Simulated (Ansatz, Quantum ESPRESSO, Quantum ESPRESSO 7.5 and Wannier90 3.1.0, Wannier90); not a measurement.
**Ballistic channels from Wannier functions: zigzag Ca chain, bond 3.90 Å, width 1.6 Å**

How many channels does the wire offer, and does a small Wannier basis get them right? The wire: zigzag Ca chain, bond 3.90 Å, width 1.6 Å.

Program: Quantum ESPRESSO 7.5 and Wannier90 3.1.0. Level of theory: plane-wave DFT, PBE, GBRV ultrasoft pseudopotentials (cross-check by Ansatz 0.2.0 with PAW datasets). Results are calculated unless marked as measured.

Most raw output is cut from this account.

## (1) Starting point

The cell holds 2 atoms: 2 Ca. Its edges and angles: a = 9.000 Å, b = 8.000 Å, c = 7.113 Å, α = 90.0°, β = 90.0°, γ = 90.0°. Vacuum lies along a and b. The structure's axis is c.

Structure file:

```cif
data_structure
_symmetry_space_group_name_H-M 'P 1'
_symmetry_Int_Tables_number 1
_cell_length_a 9.0000
_cell_length_b 8.0000
_cell_length_c 7.1134
_cell_angle_alpha 90.000
_cell_angle_beta 90.000
_cell_angle_gamma 90.000
_cell_volume 512.16
loop_
_atom_site_label
_atom_site_type_symbol
_atom_site_fract_x
_atom_site_fract_y
_atom_site_fract_z
_atom_site_occupancy
Ca1 Ca 0.91111 0.00000 0.00000 1
Ca2 Ca 0.08889 0.00000 0.50000 1
```

## (2) Self-consistent run

scf.in reads:

```
&control
  prefix = 'scf'
  outdir = './out'
  pseudo_dir = './pseudo'
  calculation = 'scf'
  tprnfor = .true.
/
&system
  ibrav = 0
  nat = 2
  ntyp = 1
  ecutwfc = 34
  ecutrho = 170
  occupations = 'smearing'
  smearing = 'mv'
  degauss = 0.005
/
&electrons
  conv_thr = 1e-07
  mixing_beta = 0.4
  electron_maxstep = 120
  mixing_mode = 'local-TF'
/
ATOMIC_SPECIES
  Ca  40.0780  ca_pbe_v1.uspp.F.UPF
CELL_PARAMETERS angstrom
  9.00000000000000 0.00000000000000 0.00000000000000
  0.00000000000000 8.00000000000000 0.00000000000000
  0.00000000000000 0.00000000000000 7.11336769751150
ATOMIC_POSITIONS crystal
  Ca  -0.088888888900 0.000000000000 0.000000000000
  Ca  0.088888888900 0.000000000000 0.500000000000
K_POINTS automatic
  1 1 12 0 0 0
```

On the command line:

```
$ OMP_NUM_THREADS=1 mpirun -n 2 pw.x -nk 1 -in scf.in > scf.out
```

Run time: 18 s. Hardware: 2 MPI ranks of Arm Neoverse V1, shared host; peak memory 0.55 GiB; 35 s of CPU time.

This step gave:

| Quantity | Value |
| --- | --- |
| free energy | -2035.7893 eV |
| Fermi energy | -0.856 eV |

The program's own clock; routines nest. Time by routine:

```csv
routine,wall time (s),calls
PWSCF,17.05,1
electrons,15.8,1
c_bands,7.3,12
cegterg,6.91,84
h_psi,5.76,425
fftw,5.54,7348
vloc_psi,5.1,425
sum_band,4.09,12
newd,2.7,12
mix_rho,1.4,12
ffts,0.8,680
init_run,0.78,1
v_of_rho,0.55,12
calbec,0.47,537
```

The run needed 11 iterations to bring the estimated error under 1e-07 Ry; the largest force on any atom, held or free, is 0.03 eV/Å.

## (3) Full uniform mesh without symmetry

Wannier90 needs the states on a whole uniform mesh, listed point by point, without symmetry.

nscf.in is the input of step 2 with these lines changed:

```diff
@@ -1,7 +1,6 @@
 &control
-  prefix = 'scf'
+  prefix = 'nscf'
   outdir = './out'
   pseudo_dir = './pseudo'
-  calculation = 'scf'
-  tprnfor = .true.
+  calculation = 'nscf'
 /
@@ -16,5 +15,8 @@
   degauss = 0.005
+  nosym = .true.
+  noinv = .true.
+  nbnd = 34
 /
 &electrons
-  conv_thr = 1e-07
+  conv_thr = 1e-09
   mixing_beta = 0.4
@@ -22,2 +24,3 @@
   mixing_mode = 'local-TF'
+  diago_full_acc = .true.
 /
@@ -32,3 +35,9 @@
   Ca  0.088888888900 0.000000000000 0.500000000000
-K_POINTS automatic
-  1 1 12 0 0 0
+K_POINTS crystal
+6
+  0.0000000000 0.0000000000 0.0000000000 0.1666666667
+  0.0000000000 0.0000000000 0.1666666667 0.1666666667
+  0.0000000000 0.0000000000 0.3333333333 0.1666666667
+  0.0000000000 0.0000000000 0.5000000000 0.1666666667
+  0.0000000000 0.0000000000 0.6666666667 0.1666666667
+  0.0000000000 0.0000000000 0.8333333333 0.1666666667
```

On the command line:

```
$ cp -r out/scf.save out/nscf.save
$ cp out/scf.xml out/nscf.xml
$ OMP_NUM_THREADS=1 mpirun -n 2 pw.x -nk 1 -in nscf.in > nscf.out
```

Wall time 19 s (2 MPI ranks); peak memory 0.23 GiB; 39 s of CPU time.

Read from the output:

| Property | Result |
| --- | --- |
| Fermi energy | -0.8558 eV |

The program's own clock; routines nest. Time by routine:

| routine | wall time (s) | calls |
| --- | --- | --- |
| PWSCF | 18.85 | 1 |
| electrons | 18.33 | 1 |
| c_bands | 18.33 | 1 |
| cegterg | 17.82 | 20 |
| h_psi | 11.52 | 367 |
| vloc_psi | 10.36 | 367 |
| fftw | 9.52 | 12446 |
| h_psi:calbec | 0.57 | 367 |
| calbec | 0.57 | 367 |
| add_vuspsi | 0.55 | 367 |
| s_psi | 0.54 | 367 |
| cdiaghg | 0.43 | 347 |
| init_run | 0.42 | 1 |
| newd | 0.23 | 1 |

## (4) Neighbour list from wannier90 -pp

The .win file sets projections and windows: states in the frozen window are kept exactly, the outer window gives room to disentangle.

wan.win reads:

```
num_wann = 18
num_bands = 34
num_iter = 200
num_print_cycles = 20
conv_tol = 1e-8
conv_window = 5
guiding_centres = true
dis_num_iter = 1500
dis_conv_tol = 1e-8
dis_win_min = -11.8560
dis_win_max = 8.1440
dis_froz_max = 0.6440
search_shells = 120
fermi_energy = -0.8560

transport = true
transport_mode = bulk
one_dim_axis = z
dist_cutoff = 21.24
dist_cutoff_mode = one_dim
tran_win_min = -4.0
tran_win_max = 2.0
tran_energy_step = 0.02

bands_plot = true
bands_num_points = 96
begin kpoint_path
G 0.0 0.0 0.0 Z 0.0 0.0 0.5
end kpoint_path

begin projections
Ca:s;p;d
end projections

begin unit_cell_cart
ang
  9.0000000000 0.0000000000 0.0000000000
  0.0000000000 8.0000000000 0.0000000000
  0.0000000000 0.0000000000 7.1133676975
end unit_cell_cart

begin atoms_frac
  Ca -0.0888888889 0.0000000000 0.0000000000
  Ca 0.0888888889 0.0000000000 0.5000000000
end atoms_frac

mp_grid = 1 1 6
begin kpoints
  0.0 0.0 0.0000000000
  0.0 0.0 0.1666666667
  0.0 0.0 0.3333333333
  0.0 0.0 0.5000000000
  0.0 0.0 0.6666666667
  0.0 0.0 0.8333333333
end kpoints
```

On the command line:

```
$ OMP_NUM_THREADS=1 wannier90.x -pp wan > wan.pp.log
```

Elapsed: 0.46 s, on 1 MPI rank; peak memory 0.08 GiB.

## (5) Overlaps and projections

pw2wannier90.x computes the overlaps between neighbouring k-points and the projections.

wan.p2w.in reads:

```
&inputpp
  prefix = 'nscf'
  outdir = './out'
  seedname = 'wan'
  write_mmn = .true.
  write_amn = .true.
  write_unk = .false.
/
```

On the command line:

```
$ OMP_NUM_THREADS=1 mpirun -n 2 pw2wannier90.x -in wan.p2w.in > wan.p2w.out
```

The job ended after 9.6 s (2 MPI ranks; peak memory 0.22 GiB).

## (6) Wannier functions and transport

After disentangling and localising, transport_mode = bulk builds principal layers from hoppings within dist_cutoff and counts open channels.

wan.win is that of step 4.

On the command line:

```
$ OMP_NUM_THREADS=1 wannier90.x wan > wan.run.log
```

It took 4.6 s on 1 MPI rank; peak memory 0.08 GiB.

This step gave:

```
lead channels at the Fermi level, one spin                                        : 1.34e-5
total spread                                                                      : 51.95 Å²
gauge-invariant spread                                                            : 41.31 Å²
largest misfit to plane-wave levels between mesh points, inside the frozen window : 0.001015 eV
```

Per spin. Table of quantum conductance of the perfect wire, open channels by energy, zero at the Fermi level:

energy (eV), quantum conductance of the perfect wire, open channels and a bar:
```
   -2.600       0.00 
   -2.400       0.97 ##########
   -2.200       1.00 ##########
   -2.000       1.00 ##########
   -1.800       1.00 ##########
   -1.600       1.00 ##########
   -1.400       1.00 ##########
   -1.200       1.00 ##########
   -1.020       1.00 ##########
   -0.800       1.00 ##########
   -0.600       1.00 ##########
   -0.400       1.00 ##########
   -0.200       1.00 ##########
    0.000       0.00 
    0.200       2.92 ##############################
    0.400       2.00 #####################
    0.600       2.00 #####################
    0.800       2.00 #####################
    1.000       2.01 #####################
    1.200       0.00 
    1.400       1.00 ##########
    1.600       2.00 #####################
    1.800       2.00 #####################
    2.000       2.00 #####################
```

Wannier functions:

```csv
no.,x (Å),y (Å),z (Å),spread (Å²)
1,-0.0786,0.002311,1.75,3.181
2,-0.03961,0.00652,-1.741,3.142
3,-1.973,-0.263,0.268,2.945
4,-1.343,1.4,0.02013,2.766
5,-0.2287,-0.04062,0.09593,2.22
6,-1.097,-0.01578,-0.3739,2.405
7,-0.8212,0.004694,-0.008307,1.899
8,-0.9133,-1.343,-0.0156,2.61
9,-0.5524,0.2367,0.007494,1.822
10,1.448,-1.514,3.563,3.183
11,2.797,-3.985,-4.13e-4,6.095
12,3.779,-0.007008,3.563,5.816
13,1.464,1.502,3.562,3.149
14,0.1489,-0.137,3.583,2.777
15,1.049,-1.04e-4,3.51,2.231
16,0.8198,2.96e-4,3.552,1.889
17,0.9312,-0.01787,3.561,1.93
18,0.4694,0.1776,3.558,1.89
```

Electronic bands along the path, in eV, zero at the Fermi level; v1 is the highest filled band, c1 the lowest empty one:

```csv
point,v2,v1,c1,c2,c3,c4
Γ,-2.40,-0.06,0.11,0.27,0.33,0.35
halfway,-2.20,-0.77,0.18,0.31,0.33,0.47
Z,-1.61,-1.61,0.20,0.20,0.36,0.36
```

Bands and channels are those of the Wannier model: bands that were not projected, and all outside the frozen window, are missing or only approximate.

Disentanglement stopped at its cap on iterations, so these spreads are not final.

At least 1 of the functions sits far from every atom, off the bonds: the outer window has let in states of the vacuum, so the basis is not the atomic one that was projected.

## (7) Neighbour list from wannier90 -pp, with dis_win_max − E_F = 4.0

How much does a setting matter? One run is repeated with a change.

wan_w.win is the input of step 6 with these lines changed:

```diff
@@ -10,3 +10,3 @@
 dis_win_min = -11.8560
-dis_win_max = 8.1440
+dis_win_max = 3.1440
 dis_froz_max = 0.6440
```

On the command line:

```
$ OMP_NUM_THREADS=1 wannier90.x -pp wan_w > wan_w.pp.log
```

The job ended after 0.45 s (1 MPI rank; peak memory 0.08 GiB).

## (8) Overlaps and projections

The follow-up step for that run.

wan_w.p2w.in reads:

```
&inputpp
  prefix = 'nscf'
  outdir = './out'
  seedname = 'wan_w'
  write_mmn = .true.
  write_amn = .true.
  write_unk = .false.
/
```

On the command line:

```
$ OMP_NUM_THREADS=1 mpirun -n 2 pw2wannier90.x -in wan_w.p2w.in > wan_w.p2w.out
```

Elapsed: 9.7 s, on 2 MPI ranks; peak memory 0.22 GiB.

## (9) Wannier functions and transport, with dis_win_max − E_F = 4.0

A sensitivity test on the input.

wan_w.win is the input of step 6 with these lines changed:

```diff
@@ -10,3 +10,3 @@
 dis_win_min = -11.8560
-dis_win_max = 8.1440
+dis_win_max = 3.1440
 dis_froz_max = 0.6440
```

On the command line:

```
$ OMP_NUM_THREADS=1 wannier90.x wan_w > wan_w.run.log
```

Elapsed: 3.9 s, on 1 MPI rank; peak memory 0.08 GiB.

The total spread is 70.3 against 51.9 Å². Between −2 and 1.5 eV the channel count differs from the first run's at 29 % of the energies, and at the Fermi level it is 0 against 0.

## (10) The same in Ansatz

As a check, the same structure is run in Ansatz.

Level of this step: plane-wave DFT, PBE, Ansatz PAW (Ansatz 0.2.0).

input.yaml reads:

```yaml
crystal:
  lattice:
    - [9.0, 0.0, 0.0]
    - [0.0, 8.0, 0.0]
    - [0.0, 0.0, 7.1133676975]
  atoms:
    - { symbol: Ca, position: [-0.0888888889, 0.0, 0.0] }
    - { symbol: Ca, position: [0.0888888889, 0.0, 0.5] }
kpoints:
  mp_grid: { grid: [1, 1, 12] }
hamiltonian:
  xc: pbe
scf:
  occupations: { method: fermi_dirac, width: 0.05 }
  convergence: { dr2_threshold: 1.0e-08 }
output:
  transmission:
    leads: [[0, 0]]
    e_range: [-4.0, 2.0]
    de: 0.05
    kmesh: [1, 1]
    reduced_basis: true
```

On the command line:

```
$ ansatz run input.yaml --threads 2 --pin off --max-ram 4096MiB --backend cpu --events-out ev --progress --plain --runs-dir out
```

Run time: 51 s. Hardware: 2 threads; peak memory 0.54 GiB; 100 s of CPU time.

Read from the output:

```
free energy                                : -3630.7042 eV
energy at zero smearing                    : -3630.6946 eV
smearing term TS                           : 0.01926 eV
Fermi energy                               : -0.8702 eV
symmetry operations                        : 8
lead channels at the Fermi level, one spin : 0
```

Per spin. Open channels against energy, zero at the Fermi level:

```csv
energy (eV),open channels
-2.5000,0
-2.2500,1
-2.0000,1
-1.7500,1
-1.5000,1
-1.2500,1
-1.0000,1
-0.7500,1
-0.5000,1
-0.2500,1
0.0000,0
0.2500,1
0.5000,2
0.7500,1
1.0000,2
1.2500,0
1.5000,2
1.7500,2
2.0000,2
```

## (11) What came out

* open channels at the Fermi level, per spin: 0
* gap in the conductance, to one step of the energy grid: 0.18 eV
* total spread: 51.9 Å²
* gauge-invariant spread: 41.3 Å²
* largest band misfit in the frozen window: 0.00102 eV
* channels at the Fermi level by Ansatz: 0

**Reading.** The wire has no channel at the Fermi level: its conductance has a gap of 0.18 eV. Between -4 and 1.5 eV the channel count from Wannier functions equals that from Ansatz's layer matching at 93 % of the energies; outside the frozen window the Wannier bands are not held to the plane-wave ones. Each plane-wave level in the frozen window has a Wannier level within 0.01 eV; this test doesn't see extra bands that a model may add. Disentanglement stopped at its cap on iterations, so the spreads are not final; the frozen states are kept all the same. At least one function lies in the vacuum, so the spreads don't describe atomic orbitals, though the frozen bands are still reproduced. The wire is perfect, so the conductance only counts bands: each channel, with its partner of the other spin, carries G₀ = 2e²/h. It was run without spin polarisation, which was not tested.

[Logs are printed without paths, hosts, clocks, repeated set-up lines and the standing remarks that a program may print on its own settings, such as how far it seeks lower states.]

[Hosts, paths, dates, database ids (printed as entryN), source tags and the programs' standing remarks are cut or masked in the printed files.]

[Maps of the electrostatic potential energy from Ansatz leave out the sawtooth potential of an applied field or a dipole correction, so their vacuum need not be flat; planar profiles and work functions include it.]
